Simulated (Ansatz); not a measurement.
# Cu(100) film, 1 layer, flat: channels in plane against thickness

How does quantum confinement change the conductance of Cu(100) film, 1 layer, flat and thicker films?

Program: Ansatz 0.2.0. Level of theory: Ansatz plane-wave DFT, PBE, PAW files; ballistic transport by layer matching (Landauer), zero bias; PAW set soft_1. Results are calculated unless marked as measured.

Report form: the programs' logs are mostly left out.

### 1. The structure

The cell holds 1 atom: 1 Cu. Cell: a = 11.000 Å, b = 2.556 Å, c = 2.556 Å, α = 90.0°, β = 90.0°, γ = 90.0°. It derives from Cu. Vacuum lies along a. The structure's axis is c.

### 2. With 1 layer

Vacuum lies along the first vector, which takes one k-point, and the current runs in the film's plane. One period is a perfect wire, so its channels are the result. Energies from -0.27 to 0.27 eV in steps of 0.036 eV cover the slope of the Fermi function at 300 K, so the program can form a conductance.

Input file input.yaml:

```yaml
crystal:
  lattice:
    - [11.0, 0.0, 0.0]
    - [0.0, 2.5561627297, 0.0]
    - [0.0, 0.0, 2.5561627297]
  atoms:
    - { symbol: Cu, position: [0.4090909091, 0.0, 0.0] }
kpoints:
  mp_grid: { grid: [1, 16, 16] }
hamiltonian:
  xc: pbe
  pseudopotentials: { kind: paw, azcp: { folder: soft_1 } }
scf:
  occupations: { method: fermi_dirac, width: 0.1 }
output:
  transmission:
    leads: [[0, 0]]
    kmesh: [1, 36]
    e_range: [-0.27, 0.27]
    de: 0.036
```

Started as:

```
> ansatz run input.yaml --threads 4 --pin off --max-ram 15360MiB --backend cpu --events-out ev --progress --plain --runs-dir out
```

The job ended after 55 s (4 threads of Arm Neoverse V1, shared host; peak memory 0.65 GiB; 3.6 min of CPU time).

Numbers from this step:

```yaml
free_energy: -6623.9911 eV
energy_at_zero_smearing: -6623.9847 eV
fermi_energy: -1.489 eV
cell_area: 28.12 Å²
estimated_errors_of_the_lead_s_conductance: 0, 11.9, 0 % (band edges, k-mesh, distance from neutral)
lead_conductance_per_cell: 0.8055 G₀
```

Per spin. Open channels, zone mean, lead against energy, zero at the Fermi level:

```
energy (eV)  open channels, zone mean, lead
     -0.270                           0.833
     -0.234                           0.833
     -0.198                           0.806
     -0.162                           0.806
     -0.126                           0.806
     -0.090                           0.806
     -0.054                           0.806
     -0.018                           0.806
      0.018                           0.806
      0.054                           0.806
      0.090                           0.806
      0.126                           0.806
      0.162                           0.806
      0.198                           0.806
      0.234                           0.806
      0.270                           0.861
```

The program's largest error estimate for it is 12 %, from the k-mesh.

### 3. With 2 layers, thickness 3.615 A

The film grows to 2 layers.

System of this step: Cu(100) film, 2 layers, flat. The cell holds 2 atoms: 2 Cu. Cell: a = 12.807 Å, b = 2.556 Å, c = 2.556 Å, α = 90.0°, β = 90.0°, γ = 90.0°. It derives from Cu. Vacuum lies along a. The structure's axis is c.

input.yaml, the sections that differ from step 2:

```yaml
crystal:
  lattice:
    - [12.80748, 0.0, 0.0]
    - [0.0, 2.5561627297, 0.0]
    - [0.0, 0.0, 2.5561627297]
  atoms:
    - { symbol: Cu, position: [0.3513571757, 0.0, 0.0] }
    - { symbol: Cu, position: [0.4924840796, 0.5, 0.5] }
# kpoints, hamiltonian, scf, output: as in step 2
```

Elapsed: 1.7 min, on 4 threads; peak memory 0.86 GiB; 6.6 min of CPU time.

This step gave:

| Quantity | Value |
| --- | --- |
| free energy | -13249.1522 eV |
| energy at zero smearing | -13249.1412 eV |
| Fermi energy | 1.322 eV |
| cell area | 32.74 Å² |
| estimated errors of the lead's conductance | 0, 7.9, 0.1 % (band edges, k-mesh, distance from neutral) |
| lead conductance per cell | 1.561 G₀ |

Per spin. Open channels, zone mean, lead against energy, zero at the Fermi level:

```
energy (eV)  open channels, zone mean, lead
     -0.270                            1.44
     -0.234                             1.5
     -0.198                            1.56
     -0.162                            1.56
     -0.126                            1.56
     -0.090                            1.56
     -0.054                            1.56
     -0.018                            1.56
      0.018                            1.56
      0.054                            1.56
      0.090                            1.61
      0.126                            1.61
      0.162                            1.61
      0.198                            1.67
      0.234                            1.67
      0.270                            1.67
```

The lead conductance per cell is 1.56 G₀, 1.9 times the 0.806 G₀ of the last finished run.

### 4. With 3 layers, thickness 5.422 A

The film grows to 3 layers.

System of this step: Cu(100) film, 3 layers, flat. The cell holds 3 atoms: 3 Cu. Cell: a = 14.615 Å, b = 2.556 Å, c = 2.556 Å, α = 90.0°, β = 90.0°, γ = 90.0°. It derives from Cu. Vacuum lies along a. The structure's axis is c.

input.yaml, the sections that differ from step 3:

```yaml
crystal:
  lattice:
    - [14.61496, 0.0, 0.0]
    - [0.0, 2.5561627297, 0.0]
    - [0.0, 0.0, 2.5561627297]
  atoms:
    - { symbol: Cu, position: [0.3079036823, 0.0, 0.0] }
    - { symbol: Cu, position: [0.4315769595, 0.5, 0.5] }
    - { symbol: Cu, position: [0.5552502367, 0.0, 0.0] }
# kpoints, hamiltonian, scf, output: as in step 3
```

The job ended after 3.4 min (4 threads; peak memory 1.2 GiB).

This step gave:

* free energy: -19874.3444 eV
* energy at zero smearing: -19874.3257 eV
* Fermi energy: 3.222 eV
* cell area: 37.36 Å²
* estimated errors of the lead's conductance: 0, 4.6, 0.1 % (band edges, k-mesh, distance from neutral)
* lead conductance per cell: 2.228 G₀

Per spin. Table of open channels, zone mean, lead by energy, zero at the Fermi level:

```
energy (eV)  open channels, zone mean, lead
     -0.270                            2.19
     -0.234                            2.19
     -0.198                            2.19
     -0.162                            2.19
     -0.126                            2.31
     -0.090                            2.25
     -0.054                            2.19
     -0.018                            2.19
      0.018                            2.31
      0.054                            2.19
      0.090                            2.25
      0.126                            2.31
      0.162                            2.31
      0.198                            2.25
      0.234                            2.25
      0.270                            2.31
```

The lead conductance per cell is 2.23 G₀, 43 % over the 1.56 G₀ of the last finished run.

### 5. With 4 layers, thickness 7.23 A

The film grows to 4 layers.

System of this step: Cu(100) film, 4 layers, flat. The cell holds 4 atoms: 4 Cu. Its edges and angles: a = 16.422 Å, b = 2.556 Å, c = 2.556 Å, α = 90.0°, β = 90.0°, γ = 90.0°. It derives from Cu. Vacuum lies along a. The structure's axis is c.

input.yaml, the sections that differ from step 4:

```yaml
crystal:
  lattice:
    - [16.42244, 0.0, 0.0]
    - [0.0, 2.5561627297, 0.0]
    - [0.0, 0.0, 2.5561627297]
  atoms:
    - { symbol: Cu, position: [0.2740153108, 0.0, 0.0] }
    - { symbol: Cu, position: [0.3840769094, 0.5, 0.5] }
    - { symbol: Cu, position: [0.494138508, 0.0, 0.0] }
    - { symbol: Cu, position: [0.6042001067, 0.5, 0.5] }
# kpoints, hamiltonian, scf, output: as in step 4
```

Elapsed: 4.8 min, on 4 threads; peak memory 1.5 GiB.

Numbers from this step:

```
free energy                                : -26499.5259 eV
energy at zero smearing                    : -26499.5020 eV
Fermi energy                               : 4.707 eV
cell area                                  : 41.98 Å²
estimated errors of the lead's conductance : 0, 7.1, 1.2 % (band edges, k-mesh, distance from neutral)
lead conductance per cell                  : 2.754 G₀
```

Per spin. Table of open channels, zone mean, lead by energy, zero at the Fermi level:

```
energy (eV)  open channels, zone mean, lead
     -0.270                            2.67
     -0.234                            2.67
     -0.198                            2.72
     -0.162                            2.67
     -0.126                            2.67
     -0.090                            2.67
     -0.054                            2.67
     -0.018                            2.67
      0.018                            2.83
      0.054                            2.89
      0.090                               3
      0.126                               3
      0.162                            2.94
      0.198                            2.94
      0.234                            3.17
      0.270                            3.17
```

The lead conductance per cell is 2.75 G₀, 24 % over the 2.23 G₀ of the last finished run.

### 6. With 5 layers, thickness 9.037 A

The film grows to 5 layers.

System of this step: Cu(100) film, 5 layers, flat. The cell holds 5 atoms: 5 Cu. Cell: a = 18.230 Å, b = 2.556 Å, c = 2.556 Å, α = 90.0°, β = 90.0°, γ = 90.0°. It derives from Cu. Vacuum lies along a. The structure's axis is c.

input.yaml, the sections that differ from step 5:

```yaml
crystal:
  lattice:
    - [18.22992, 0.0, 0.0]
    - [0.0, 2.5561627297, 0.0]
    - [0.0, 0.0, 2.5561627297]
  atoms:
    - { symbol: Cu, position: [0.2468469417, 0.0, 0.0] }
    - { symbol: Cu, position: [0.3459960329, 0.5, 0.5] }
    - { symbol: Cu, position: [0.4451451241, 0.0, 0.0] }
    - { symbol: Cu, position: [0.5442942152, 0.5, 0.5] }
    - { symbol: Cu, position: [0.6434433064, 0.0, 0.0] }
# kpoints, hamiltonian, scf, output: as in step 5
```

Elapsed: 8.8 min, on 4 threads; peak memory 1.9 GiB.

This step gave:

```yaml
free_energy: -33124.7265 eV
energy_at_zero_smearing: -33124.6985 eV
fermi_energy: 5.890 eV
cell_area: 46.60 Å²
estimated_errors_of_the_lead_s_conductance: 0, 7.9, 0 % (band edges, k-mesh, distance from neutral)
lead_conductance_per_cell: 3.288 G₀
```

Per spin. Table of open channels, zone mean, lead by energy, zero at the Fermi level:

```
energy (eV)  open channels, zone mean, lead
     -0.270                            3.22
     -0.234                            3.17
     -0.198                            3.11
     -0.162                            3.06
     -0.126                            3.08
     -0.090                            3.14
     -0.054                            3.19
     -0.018                            3.25
      0.018                            3.31
      0.054                            3.36
      0.090                            3.42
      0.126                            3.36
      0.162                            3.47
      0.198                            3.53
      0.234                            3.58
      0.270                            3.58
```

The lead conductance per cell is 3.29 G₀, 19 % over the 2.75 G₀ of the last finished run.

### 7. The ladder

Times are for 4 threads of Arm Neoverse V1, shared host. Results by setting:

```
no.  layers  lead conductance per cell (G₀)     time  memory (GiB)
  1       1                          0.8055     55 s          0.65
  2       2                           1.561  1.7 min          0.86
  3       3                           2.228  3.4 min           1.2
  4       4                           2.754  4.8 min           1.5
  5       5                           3.288  8.8 min           1.9
```

The runs together. Open channels, zone mean against energy, zero at the Fermi level:

```
energy (eV)      1     2     3     4     5
     -0.270  0.833  1.44  2.19  2.67  3.22
     -0.234  0.833   1.5  2.19  2.67  3.17
     -0.198  0.806  1.56  2.19  2.72  3.11
     -0.162  0.806  1.56  2.19  2.67  3.06
     -0.126  0.806  1.56  2.31  2.67  3.08
     -0.090  0.806  1.56  2.25  2.67  3.14
     -0.054  0.806  1.56  2.19  2.67  3.19
     -0.018  0.806  1.56  2.19  2.67  3.25
      0.018  0.806  1.56  2.31  2.83  3.31
      0.054  0.806  1.56  2.19  2.89  3.36
      0.090  0.806  1.61  2.25     3  3.42
      0.126  0.806  1.61  2.31     3  3.36
      0.162  0.806  1.61  2.31  2.94  3.47
      0.198  0.806  1.67  2.25  2.94  3.53
      0.234  0.806  1.67  2.25  3.17  3.58
      0.270  0.861  1.67  2.31  3.17  3.58
```

### 8. What came out

```json
{
 "conductance per cell, 1 layer": "0.806 G₀",
 "conductance per cell, 2 layers": "1.56 G₀",
 "conductance per cell, 3 layers": "2.23 G₀",
 "conductance per cell, 4 layers": "2.75 G₀",
 "conductance per cell, 5 layers": "3.29 G₀"
}
```

**Reading.** The conductance per cell width goes from 0.806 G0 at 1 to 3.29 G0 at 5 layers. Over the film's own cross-section (layers × spacing × width) the conductance runs from 1.4 to 1.1×10¹⁵ S/m²; that nominal section leaves out the charge that spills into the vacuum, which flatters the thinnest films. The gains from one thickness to the next are 0.76, 0.67, 0.53 and 0.53 G0 per added layer; their spread isn't beyond the error estimates. The film repeats perfectly along the current, so nothing scatters; its faces are clean and not relaxed. The program's error estimates for the conductances, leads' steps apart, run from 4.6 to 12 %.

[Logs are printed without paths, hosts, clocks, repeated set-up lines and the standing remarks that a program may print on its own settings, such as how far it seeks lower states.]

[Hosts, paths, dates, database ids (printed as entryN), source tags and the programs' standing remarks are cut or masked in the printed files.]
